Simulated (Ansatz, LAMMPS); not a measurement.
# Amorphous 30In2O3-70HfO2 (mol %) (83 atoms) under strain: runs compared

Aim: relax amorphous 30In2O3-70HfO2 (mol %) (83 atoms), then change its volume and shape to read moduli from the stress.

Computed with Ansatz 0.2.0: Kohn-Sham DFT, revPBE, PAW (set soft_1), plane waves.

## Step 1: The cell as built

The cell holds 83 atoms: 14 In, 16 Hf and 53 O. Its edges and angles: a = 10.476 Å, b = 10.476 Å, c = 10.476 Å, α = 90.0°, β = 90.0°, γ = 90.0°. 83 atoms (14 Sc, 16 Zr, 53 O) placed at random at 4.52 g/cm³, melted at 5000 K for 10 ps at fixed volume with the Morse and Coulomb pair potential with partial charges (Pedone, Malavasi, Menziani, Cormack and Segre, J. Phys. Chem. B 110, 11780 (2006)). Quenched from 5000 K to 300 K at 200 K/ps and fixed volume, held 10 ps at zero pressure, then minimised at fixed cell. Then Sc was replaced by In, Zr was replaced by Hf and the cell scaled by 1.022 (the potential has no terms for the new elements, so the cell is a start for a DFT relaxation).

What the set-up can't give: The quench rate of 200 K/ps far exceeds what a furnace or splat quench reaches, so expect more defects and frozen-in strain than in a real sample. The network of bonds at the start is that of the classical potential that made the cell, and needn't be the one that DFT or experiment would give. Only the Γ point is sampled. The levels lack spin–orbit coupling, which is large for the heavy elements here.

## Step 2: The reference run

The reference is a single point at the end of the relaxation.

Every strained cell starts from the geometry of this run, and its atoms are relaxed with the cell held.

Its input, with most atom lines left out:

```yaml
crystal:
  lattice:
    - [10.31179, 0.0231, -0.10418]
    - [0.0231, 10.1609, -0.02114]
    - [-0.10418, -0.02114, 10.69188]
  atoms:
    - { symbol: In, position: [0.29355, 0.68009, 0.81256] }
    - { symbol: In, position: [0.41792, 0.30386, 0.72177] }
    - { symbol: In, position: [0.30403, 0.65934, 0.2491] }
    - { symbol: In, position: [0.7716, 0.72068, 0.84121] }
    - { symbol: In, position: [0.03772, 0.87946, 0.34711] }
    - { symbol: In, position: [0.95246, 0.20995, 0.89171] }
    - { symbol: In, position: [0.05895, 0.19219, 0.18923] }
    [... atom lines 8 to 83 left out ...]
kpoints:
  mp_grid: { grid: [1, 1, 1] }
hamiltonian:
  xc: revpbe
  pseudopotentials: { kind: paw, azcp: { folder: soft_1 } }
scf:
  occupations: { method: gaussian, width: 0.025 }
output:
  forces: true
  stress: true
  populations: intrinsic
  dos:
    method: { smearing: { sigma: 0.1 } }
    de: 0.1
    projected: { site_lists: { Hf: [Hf], In: [In], O: [O] } }
  eigenvalues: true
  write_density: true
  write_potential: true
  volumetric_format: npy
  elf: true
```

```
free energy per atom   : -4341.7778 eV/atom
r.m.s. force component : 0.00299 eV/Å
pressure               : -0.004528 GPa
```

Filled and empty levels are parted by 2.05 eV (at Γ alone); a semilocal functional tends to put such gaps too low. In a disordered cell it changes from sample to sample, and tail or defect levels can set it.

## Step 3: The runs

Each row is one run, on 4 threads of Arm Neoverse V2, shared host. The free energy is the program's total, comparable only between runs with the same functional, potentials and atoms.

```csv
run,atoms,outcome,"ionic steps, all passes",free energy (eV),time,host memory (GiB)
Single point at the start,83,converged,-,-360363.935,28 s,1.8
Cell and atoms relaxed,83,converged,15,-360367.556,5.5 min,1.9
Single point at the relaxed geometry,83,converged,-,-360367.556,39 s,1.9
Volume -3 %,83,converged,7,-360367.182,2.6 min,1.9
Volume +3 %,83,converged,9,-360367.240,3.5 min,2.0
Volume -6 %,83,converged,8,-360366.004,2.7 min,1.8
Volume +6 %,83,converged,7,-360366.435,2.7 min,2.0
Volume -10 %,83,converged,10,-360363.141,3.4 min,1.8
Stretched by 1 % along x,83,converged,5,-360367.494,2 min,1.9
Compressed by 1 % along x,83,converged,5,-360367.490,1.9 min,1.9
Sheared by 2 % in xy,83,converged,3,-360367.473,68 s,1.9
```

In some runs the program notes that the SCF threshold is loose for the stress.

## Step 4: Pressure against volume

Atoms are relaxed at each volume, in the scaled cell.

```csv
volume change (%),volume (Å³/atom),energy change (meV/atom),pressure (GPa),largest move on relaxing (Å),bonds,gap (eV)
-10,12.146,53.19,13.76,0.60,184,2.36
-6,12.686,18.69,7.53,0.41,180,2.27
-3,13.091,4.51,3.68,0.12,177,2.18
+0,13.496,0.00,0.00,-,177,2.05
+3,13.901,3.80,-2.85,0.17,177,1.90
+6,14.305,13.50,-4.84,0.37,171,1.74
```

## Step 5: Uniaxial strain and shear

Stress (GPa, compression positive) less that of the relaxed cell, atoms relaxed:

```csv
strain,xx,yy,zz,xy,energy change (meV/atom)
stretched by 1 % along x,-1.875,-0.866,-0.867,0.132,0.74
compressed by 1 % along x,1.992,0.915,0.916,-0.134,0.80
sheared by 2 % in xy,0.223,0.083,0.029,-1.260,1.00
```

## Step 6: Outcome

The bulk modulus, from the slope of pressure against ln V over the three points nearest the relaxed volume, is 109 GPa; a quadratic over all points gives a pressure derivative of about 5.1. The count of bonds runs from 171 to 184 over the series, so at some points contacts cross the cutoffs. At -10 % some atom moved by over 0.5 Å on relaxing, so that point may sit in another local minimum. The gap goes from 2.36 eV at the smallest volume to 1.74 eV at the largest, -3.8 eV per unit of ln V by a straight line, on the run's k-points. In the Cartesian axes of the cell, finite differences give C11 = 193, C12 = 89.0, C13 = 89.2 and C66 = 63.0 GPa (the shear of 2 % is the engineering strain, εxy = 0.01). The mean of C11, C12 and C13, which equals the bulk modulus in a cubic or isotropic solid, is 124 GPa: it lies 14 % over the bulk modulus from the volumes. For an isotropic solid C66 would equal (C11 − C12)/2 = 52.2 GPa; so small a sample needn't be isotropic, and C66 rests on one shear. With the bulk modulus and C66 as K and G, Young's modulus would be about 158 GPa and Poisson's ratio 0.26.

**Limits.** Strains are finite and relaxations stop at the force tolerance of the input, which can leave moduli too stiff; they are those of a static cell at zero temperature. Volumes are changed with the cell's shape held, so in an anisotropic solid the modulus lies over the one under free hydrostatic load. The program notes that the SCF threshold of the relaxations is loose for the stress.

The DFT runs together took 27 min of wall time.

[Logs are printed without paths, hosts, clocks, repeated set-up lines and the standing remarks that a program may print on its own settings, such as how far it seeks lower states.]

[Hosts, paths, dates, database ids (printed as entryN), source tags and the programs' standing remarks are cut or masked in the printed files.]
